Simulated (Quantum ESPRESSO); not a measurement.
## MgS (Niningerite): a worked LO-TO splitting

Wanted: the LO mode of MgS (Niningerite) from the TO mode and the field response.

Calculated with Quantum ESPRESSO 7.5; DFT LDA, scalar-relativistic, plane waves, GBRV ultrasoft pseudopotentials.

### 1. Set-up

It takes space group Fm-3m (No. 225, cubic). The conventional cell has a = 5.128 Å, b = 5.128 Å, c = 5.128 Å, α = 90.00°, β = 90.00°, γ = 90.00°. Mg has 6 S at 2.56 Å nearest. Nearest to S lie 6 Mg at 2.56 Å. Farther neighbours and most contacts between anions are not listed.

This is the cell after its relaxation at this level of theory, not the database cell from which that began.

### 2. What the response run gave

A linear-response run on the relaxed cell, with the response to an electric field; only its zone-centre results are used. Cutoff 55 Ry, k mesh 8×8×8.

Output:

```text
[banners, grids, parts of the stress and lines that vanish by symmetry left out]
Program PHONON v.7.5
     Reading xml data from directory:

[...]
Exchange-correlation= PZ
                           (   1   1   0   0   0   0   0)
[...]
kinetic-energy cut-off    =      55.0000  Ry
     charge density cut-off    =     440.0000  Ry
     convergence threshold     =      1.0E-18
[...]
Exchange-correlation= PZ
                           (   1   1   0   0   0   0   0)
[...]
q = (   0.0000000   0.0000000   0.0000000 )
     49 Sym.Ops. (with q -> -q+G )
     G cutoff =  523.3241  (  35557 G-vectors)     FFT grid: ( 45, 45, 45)
     G cutoff =  261.6620  (  12507 G-vectors)  smooth grid: ( 36, 36, 36)
     number of k points=    29
[...]
Mode symmetry, O_h (m-3m)  point group:
[...]
Dielectric constant
[...]
End of electric fields calculation
          Dielectric constant in cartesian axis
          (       5.646132027       0.000000000       0.000000000 )
          (       0.000000000       5.646132027      -0.000000000 )
          (       0.000000000       0.000000000       5.646132027 )
          Effective charges (d Force / dE) in cartesian axis without acoustic sum rule applied (asr)
           atom    1  Mg    Mean Z*:        2.29813
      Ex  (        2.29813       -0.00000       -0.00000 )
      Ey  (       -0.00000        2.29813        0.00000 )
      Ez  (       -0.00000        0.00000        2.29813 )
           atom    2  S     Mean Z*:       -2.30889
      Ex  (       -2.30889        0.00000       -0.00000 )
      Ey  (       -0.00000       -2.30889       -0.00000 )
      Ez  (       -0.00000       -0.00000       -2.30889 )
          Effective charges Sum: Mean:       -0.01075
[...]
Effective charges (d Force / dE) in cartesian axis with asr applied:
           atom    1  Mg    Mean Z*:        2.30351
[...]
atom    2  S     Mean Z*:       -2.30351
[...]
Representation #   1 modes #   1   2   3
[...]
End of self-consistent calculation
     Convergence has been achieved
     Representation #   2 modes #   4   5   6
[...]
End of self-consistent calculation
     Convergence has been achieved
[...]
Dielectric constant in cartesian axis
          (       5.646132027       0.000000000       0.000000000 )
          (       0.000000000       5.646132027      -0.000000000 )
          (       0.000000000       0.000000000       5.646132027 )
          Effective charges (d Force / dE) in cartesian axis without acoustic sum rule applied (asr)
           atom    1  Mg    Mean Z*:        2.29813
      Ex  (        2.29813       -0.00000       -0.00000 )
      Ey  (       -0.00000        2.29813        0.00000 )
      Ez  (       -0.00000        0.00000        2.29813 )
           atom    2  S     Mean Z*:       -2.30889
      Ex  (       -2.30889        0.00000       -0.00000 )
      Ey  (       -0.00000       -2.30889       -0.00000 )
      Ez  (       -0.00000       -0.00000       -2.30889 )
          Effective charges Sum: Mean:       -0.01075
[...]
Effective charges (d Force / dE) in cartesian axis with asr applied:
           atom    1  Mg    Mean Z*:        2.30351
[...]
atom    2  S     Mean Z*:       -2.30351
[...]
q = (    0.000000000   0.000000000   0.000000000 )
[...]
freq (    1) =      -0.353278 [THz] =     -11.784100 [cm-1]
     freq (    2) =      -0.353278 [THz] =     -11.784100 [cm-1]
     freq (    3) =      -0.353278 [THz] =     -11.784100 [cm-1]
     freq (    4) =       7.562535 [THz] =     252.259006 [cm-1]
     freq (    5) =       7.562535 [THz] =     252.259006 [cm-1]
     freq (    6) =       7.562535 [THz] =     252.259006 [cm-1]
[...]
Mode symmetry, O_h (m-3m)  point group:
     freq (   1-   3) =        -11.8  [cm-1]   --> T_1u G_15  G_4- I
     freq (   4-   6) =        252.3  [cm-1]   --> T_1u G_15  G_4- I

   JOB DONE.
```

| quantity | value |
| --- | --- |
| cell volume Ω (Å³) | 33.714 |
| mass of Mg (u) | 24.305 |
| mass of S (u) | 32.060 |
| Born charge of Mg, raw (e) | 2.298 |
| Born charge of S, raw (e) | -2.309 |
| ε∞ | 5.646 |
| ω(TO) after the sum rule (cm⁻¹) | 252.6 |

### 3. The calculation

The charges must sum to zero over the cell; taking off their mean, -0.005 e, leaves Z* = 2.303 e on Mg. In the polar mode Mg moves against S, so the reduced mass is μ = 24.30 × 32.06 / 56.37 = 13.825 u.

A longitudinal wave builds up a field that adds to the restoring force: ω(LO)² = ω(TO)² + 4π Z*² / (μ Ω ε∞), in Hartree atomic units. With μ = 25201 electron masses and Ω = 227.51 bohr³ the second term is 2.0598e-06 Ha², or 99219 cm⁻² (1 Ha = 219474.6 cm⁻¹).

So ω(LO) = √(63807 + 99219) = 403.8 cm⁻¹, and by the Lyddane-Sachs-Teller relation ε₀ = ε∞ (ω(LO)/ω(TO))² = 14.43.

### 4. Check against the program

The analysis program adds the same non-analytic term to the full matrix, here for q along (1 0 0).

Output:

```text
[banner, memory and clock lines left out]
Program DYNMAT v.7.5

     Reading Dynamical Matrix from file g.dyn
     ...Force constants read
     ...epsilon and Z* read

     Polarizability (A^3 units)
     multiply by 0.392355 for Clausius-Mossotti correction
        12.464842    0.000000    0.000000
         0.000000   12.464842    0.000000
         0.000000   -0.000000   12.464842

     IR activities are in (D/A)^2/amu units

# mode   [cm-1]    [THz]      IR
    1     -0.00   -0.0000    0.0000
    2     -0.00   -0.0000    0.0000
    3      0.00    0.0000    0.0000
    4    252.60    7.5728    8.8552
    5    252.60    7.5728    8.8552
    6    403.77   12.1046    8.8552
```

ε₀ comes from the program's run without a direction of q.

| quantity | by hand | program |
| --- | --- | --- |
| ω(LO) (cm⁻¹) | 403.8 | 403.8 |
| ε₀ | 14.43 | 14.43 |

### 5. Summary of results

```
TO mode                    : 252.6 cm⁻¹
LO mode                    : 403.8 cm⁻¹
static dielectric constant : 14.43
```

**Reading.** The LO mode of MgS (Niningerite) lies at 404 cm⁻¹, 151 cm⁻¹ above the TO mode; the formula meets the program within 0.1 cm⁻¹, as it must for a cubic crystal with one polar mode. ω(LO)² − ω(TO)² goes with Z*²/ε∞: an error of 5 % in ε∞ would move the LO mode by 5.9 cm⁻¹, and semilocal functionals tend to overestimate ε∞. The acoustic modes of the response miss zero by 12 cm⁻¹, a numerical error that can touch the optical modes as well. These are harmonic values at zero temperature, at the volume of this functional, for the structure held cubic; stability elsewhere in the zone is no part of this calculation.

[Host names and launcher messages were left out of these logs when they were recorded.]

[Logs are printed without paths, hosts, clocks, repeated set-up lines and the standing remarks that a program may print on its own settings, such as how far it seeks lower states.]

[Hosts, paths, dates, database ids (printed as entryN), source tags and the programs' standing remarks are cut or masked in the printed files.]
